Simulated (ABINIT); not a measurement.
# InH (Fm-3m): zone-centre phonons, part 3 of 3

Aim: the zone-centre modes of InH (Fm-3m).

ABINIT 10.8.3; DFT PBE, scalar-relativistic, plane waves, PseudoDojo norm-conserving pseudopotentials.

So far. Step 6 (Ground state): The cell stands at -0.49 GPa: the relaxation ran with a smoothed and higher cutoff and on another k mesh. Step 7 (Linear response at Γ): The acoustic modes at Γ come out as far as 1.9 cm⁻¹ from zero, where they should vanish, a small numerical error. The lowest optical mode is imaginary, 297i cm⁻¹, an instability at this level and on this k mesh. The relaxed cell has a = 5.039 Å (conventional setting).

The structure was built from a prototype and need not be the compound's stable phase.

## 9. Zone-centre response

The zone centre is solved again, so that all wavevectors share one k mesh.

dfpt_gamma.abi

```

# common to the responses
getwfk_filepath "gso_WFK"
kptopt 2
nqpt 1
qpt 0.0 0.0 0.0
asr 0
chneut 0

# displacements
rfphon 1
rfatpol 1 2
rfdir 1 1 1
tolvrs 1.0d-10
prtwf 0

# basis, mesh and filling
ecut 32.0
ngkpt 8 8 8
nshiftk 1
shiftk 0.0 0.0 0.0
istwfk *1
occopt 3
tsmear 0.01
nband 13
nstep 100
diemac 1000000.0
prtebands 0
prtgsr 0
useylm 1

# cell and atoms
acell 6.733827423 6.733827423 6.733827423
rprim 
    0.0 0.7071067812 0.7071067812
    0.7071067812 0.0 0.7071067812
    0.7071067812 0.7071067812 0.0
ntypat 2
znucl 49 1
natom 2
typat 1 2
xred 
    0.0 0.0 0.0
    0.5 0.5 0.5
pp_dirpath "./pseudo"
pseudos "In.upf, H.upf"
```

Command:

```
$ OMP_NUM_THREADS=1 mpirun -n 2 abinit dfpt_gamma.abi > dfpt_gamma.log
```

Numbers of over 12 decimals in the logs are rounded to 6 here.

dfpt_gamma.abo, the main output file:

```text
[banners, grids, parts of the stress and lines that vanish by symmetry left out]
- input  file    -> dfpt_gamma.abi
- output file    -> dfpt_gamma.abo
- root for input  files -> dfpt_gammai
- root for output files -> dfpt_gammao

 Symmetries : space group Fm -3 m (#225); Bravais cF (face-center cubic)
================================================================================
 Values of the parameters that define the memory need of the present run (RF).
     intxc =       0      iscf =       7    lmnmax =      18     lnmax =       6
     mgfft =      36  mpssoang =       3    mqgrid =    3001     natom =       2
  nloc_mem =       1    nspden =       1   nspinor =       1    nsppol =       1
      nsym =      48    n1xccc =    2501    ntypat =       2    occopt =       3
   xclevel =       2
-    mband =          13        mffmem =           1         mkmem =         130
-   mkqmem =         130        mk1mem =         130           mpw =        1893
      nfft =       46656          nkpt =         260
- my_mband =          13
================================================================================
================================================================================

--------------------------------------------------------------------------------
------------- Echo of variables that govern the present computation ------------
--------------------------------------------------------------------------------
-
- outvars: echo of selected default values
-   iomode0 =  0 , fftalg0 =312 , wfoptalg0 =  0
-
- outvars: echo of global parameters not present in the input file
-  max_nthreads =    1
-
 -outvars: echo values of preprocessed input variables
 [... echo left out ...]
================================================================================

 chkinp: Checking input parameters for consistency.

[...]
== DATASET  1 ==================================================================
-   mpi_nproc: 2, omp_nthreads: 1 (-1 if OMP is not activated)

--- !DatasetInfo
iteration_state: {dtset: 1, }
dimensions: {natom: 2, nkpt: 260, mband: 13, nsppol: 1, nspinor: 1, nspden: 1, mpw: 1893, }
cutoff_energies: {ecut:  32.0, pawecutdg:  -1.0, }
electrons: {nelect:   1.40000000E+01, charge:   0.00000000E+00, occopt:   3.00000000E+00, tsmear:   1.00000000E-02, }
meta: {optdriver: 1, rfphon: 1, }
...

 mkfilename: getwfk from: gso_WFK

 Real(R)+Recip(G) space primitive vectors, cartesian coordinates (Bohr,Bohr^-1):
 R(1)=  0.0000000  4.7615350  4.7615350  G(1)= -0.1050082  0.1050082  0.1050082
 R(2)=  4.7615350  0.0000000  4.7615350  G(2)=  0.1050082 -0.1050082  0.1050082
 R(3)=  4.7615350  4.7615350  0.0000000  G(3)=  0.1050082  0.1050082 -0.1050082
 Unit cell volume ucvol=  2.1590910E+02 bohr^3
 Angles (23,13,12)=  6.00000000E+01  6.00000000E+01  6.00000000E+01 degrees
 setup1 : take into account q-point for computing boxcut.

 getcut: wavevector=  0.0000  0.0000  0.0000  ngfft=  36  36  36
         ecut(hartree)=     32.000   => boxcut(ratio)=   2.09943

--- Pseudopotential description ------------------------------------------------
- pspini: atom type   1  psp file is ./pseudo/In.upf

- pspini: atom type   2  psp file is ./pseudo/H.upf

   3.59640677E+02                                ecore*ucvol(ha*bohr**3)
--------------------------------------------------------------------------------

 ==>  initialize data related to q vector <==

 The list of irreducible perturbations for this q vector is:
    1)    idir= 1    ipert=   1
    2)    idir= 1    ipert=   2

[...]
The perturbation idir=   2  ipert=   1 is
 symmetric of a previously calculated perturbation.
 So, its SCF calculation is not needed.

 The perturbation idir=   3  ipert=   1 is
 symmetric of a previously calculated perturbation.
 So, its SCF calculation is not needed.

 The perturbation idir=   2  ipert=   2 is
 symmetric of a previously calculated perturbation.
 So, its SCF calculation is not needed.

 The perturbation idir=   3  ipert=   2 is
 symmetric of a previously calculated perturbation.
 So, its SCF calculation is not needed.

--------------------------------------------------------------------------------
 Perturbation wavevector (in red.coord.)   0.000000  0.000000  0.000000
 Perturbation : displacement of atom   1   along direction   1
 Found     4 symmetries that leave the perturbation invariant.

[...]
dfpt_looppert : total number of electrons, from k and k+q
  fully or partially occupied states are    1.400000E+01 and    1.400000E+01.
 Initialisation of the first-order wave-functions :
  ireadwf=   0

--- !BeginCycle
iteration_state: {dtset: 1, }
solver: {iscf: 7, nstep: 100, nline: 4, wfoptalg: 0, }
tolerances: {tolvrs: 1.00E-10, }
...

     iter   2DEtotal(Ha)        deltaE(Ha) residm    vres2
-ETOT  1   3.995897     -1.167E+04 2.378E+01 2.043E+02
 ETOT  2 -0.107055     -4.103E+00 8.587E-02 6.826E+01
 ETOT  3 -0.126924     -1.987E-02 8.854E-04 7.369E+00
 ETOT  4 -0.127433     -5.085E-04 1.003E-04 1.436E+00
 ETOT  5 -0.128071     -6.379E-04 8.260E-06 1.051E-02
[...]
At SCF step   10       vres2   =  3.57E-11 < tolvrs=  1.00E-10 =>converged.
[...]
Mean square residual over all n,k,spin=   92.139E-14; max=  27.335E-11

 Thirteen components of 2nd-order total energy (hartree) are
 1,2,3: 0th-order hamiltonian combined with 1st-order wavefunctions
     kin0=   1.61851114E+04 eigvalue=   8.15562928E+02  local=  -9.11405092E+03
 4,5,6: 1st-order hamiltonian combined with 1st and 0th-order wfs
 loc psp =  -3.48234491E+03  Hartree=   9.89445061E+02     xc=  -1.93687517E+02
 note that "loc psp" includes a xc core correction that could be resolved
 7,8,9: eventually, occupation + non-local contributions
    edocc=   2.51627224E+01     enl0=   2.96717679E+03   enl1=  -1.98670960E+04
 1-9 gives the relaxation energy (to be shifted if some occ is /=2.0)
   erelax=  -1.16747205E+04
 10,11,12 Non-relaxation  contributions : frozen-wavefunctions and Ewald
 fr.local=   1.62702703E+03 fr.nonlo=   9.93041224E+03  Ewald=   1.14362852E+01
 13,14 Frozen wf xc core corrections (1) and (2)
 frxc 1  =  -3.53698654E+02  frxc 2 =   4.59415476E+02
 Resulting in :
 2DEtotal=   -0.1280729057E+00 Ha. Also 2DEtotal=   -0.348504130557E+01 eV
    (2DErelax=   -1.1674720456E+04 Ha. 2DEnonrelax=    1.1674592383E+04 Ha)
    (  non-var. 2DEtotal :   -1.2807192040E-01 Ha)

[...]
Perturbation wavevector (in red.coord.)   0.000000  0.000000  0.000000
 Perturbation : displacement of atom   2   along direction   1
 Found     4 symmetries that leave the perturbation invariant.

--------------------------------------------------------------------------------

--------------------------------------------------------------------------------

 dfpt_looppert : total number of electrons, from k and k+q
  fully or partially occupied states are    1.400000E+01 and    1.400000E+01.
 Initialisation of the first-order wave-functions :
  ireadwf=   0

--- !BeginCycle
iteration_state: {dtset: 1, }
solver: {iscf: 7, nstep: 100, nline: 4, wfoptalg: 0, }
tolerances: {tolvrs: 1.00E-10, }
...

     iter   2DEtotal(Ha)        deltaE(Ha) residm    vres2
-ETOT  1 -3.58249842477250E-02 -4.058E+01 9.797E-01 1.876E+02
[...]
ETOT  8 -0.132188     -3.069E-11 1.684E-08 2.321E-09
 ETOT  9 -0.132188     -2.672E-12 1.264E-09 6.177E-11

 At SCF step    9       vres2   =  6.18E-11 < tolvrs=  1.00E-10 =>converged.
[...]
Mean square residual over all n,k,spin=   31.009E-13; max=  12.642E-10

 Thirteen components of 2nd-order total energy (hartree) are
 1,2,3: 0th-order hamiltonian combined with 1st-order wavefunctions
     kin0=   4.14292014E+01 eigvalue=  -7.28886435E-01  local=  -7.59818227E+00
 4,5,6: 1st-order hamiltonian combined with 1st and 0th-order wfs
 loc psp =  -5.81226501E+01  Hartree=   8.49910713E+00     xc=  -6.44021231E+00
 note that "loc psp" includes a xc core correction that could be resolved
 7,8,9: eventually, occupation + non-local contributions
    edocc=   5.95209636E+00     enl0=  -4.33167717E-01   enl1=  -2.32372620E+01
 1-9 gives the relaxation energy (to be shifted if some occ is /=2.0)
   erelax=  -4.06799560E+01
 10,11,12 Non-relaxation  contributions : frozen-wavefunctions and Ewald
 fr.local=   1.77563492E+01 fr.nonlo=   1.13551337E+01  Ewald=   1.14362852E+01
 13,14 Frozen wf xc core corrections (1) and (2)
 frxc 1  =   0.00000000E+00  frxc 2 =   0.00000000E+00
 Resulting in :
 2DEtotal=   -0.1321879321E+00 Ha. Also 2DEtotal=   -0.359701687671E+01 eV
    (2DErelax=   -4.0679955981E+01 Ha. 2DEnonrelax=    4.0547768048E+01 Ha)
    (  non-var. 2DEtotal :   -1.3218801939E-01 Ha)

[...]
---- first-order wavefunction calculations are completed ----

 ==> Compute Derivative Database <==

 [... matrices left out ...]
  Phonon wavevector (reduced coordinates) :  0.00000  0.00000  0.00000
 Phonon energies in Hartree :
  -1.265130E-03 -1.265130E-03 -1.265130E-03  2.094400E-05  2.094400E-05
   2.094400E-05
 Phonon frequencies in cm-1    :
- -2.776640E+02 -2.776640E+02 -2.776640E+02  4.596676E+00  4.596676E+00
-  4.596676E+00

== END DATASET(S) ==============================================================
================================================================================

 -outvars: echo values of variables after computation
            acell      6.7338274230E+00  6.7338274230E+00  6.7338274230E+00 Bohr
           etotal     -1.3218793207E-01
            fcart      0.0000000000E+00  0.0000000000E+00  0.0000000000E+00
           strten      0.0000000000E+00  0.0000000000E+00  0.0000000000E+00
================================================================================
```

Elapsed: 76 s, on 2 MPI ranks of Arm Neoverse V1, shared host.

This step gave:

```
largest acoustic frequency at the zone centre before the sum rule : 4.6 cm⁻¹
highest optical zone-centre mode (no LO-TO term)                  : -277.7 cm⁻¹
lowest optical zone-centre mode                                   : -277.7 cm⁻¹
```

The acoustic modes at Γ come out as far as 4.6 cm⁻¹ from zero, where they should vanish, a small numerical error. The lowest optical mode is imaginary, 278i cm⁻¹, an instability at this level and on this k mesh.

## 10. What came out

* space group after relaxation: Fm-3m
* volume per atom: 16.0 Å³
* highest optical zone-centre mode (no LO-TO term): -296.6 cm⁻¹

What this shows: At the PBE level the optical modes of InH (Fm-3m) at the zone centre lie at 297i cm⁻¹, so the structure is a saddle point, with 3 modes beyond 10i cm⁻¹ there. The base run prints -0.49 GPa, mostly the error of a finite basis; the relaxation, with a smoothed and higher cutoff, had brought the cell to rest. These are harmonic frequencies: anharmonic shifts and widths and the lattice's thermal expansion are left out. The Fermi-Dirac smearing of 0.01 Ha is an electronic temperature of 3158 K, which adds a pressure of its own and can shift the volume and soft modes. In a metal the frequencies hang on the k mesh and the smearing, most of all near Kohn anomalies. A run on a mesh of wavevectors was begun and cut off at its time limit; it is not shown, and nothing is said of wavevectors that it left out. The structure is a hypothetical one, built on a prototype.

[Host names and launcher messages were left out of these logs when they were recorded.]

[Logs are printed without paths, hosts, clocks, repeated set-up lines and the standing remarks that a program may print on its own settings, such as how far it seeks lower states.]

[Hosts, paths, dates, database ids (printed as entryN), source tags and the programs' standing remarks are cut or masked in the printed files.]
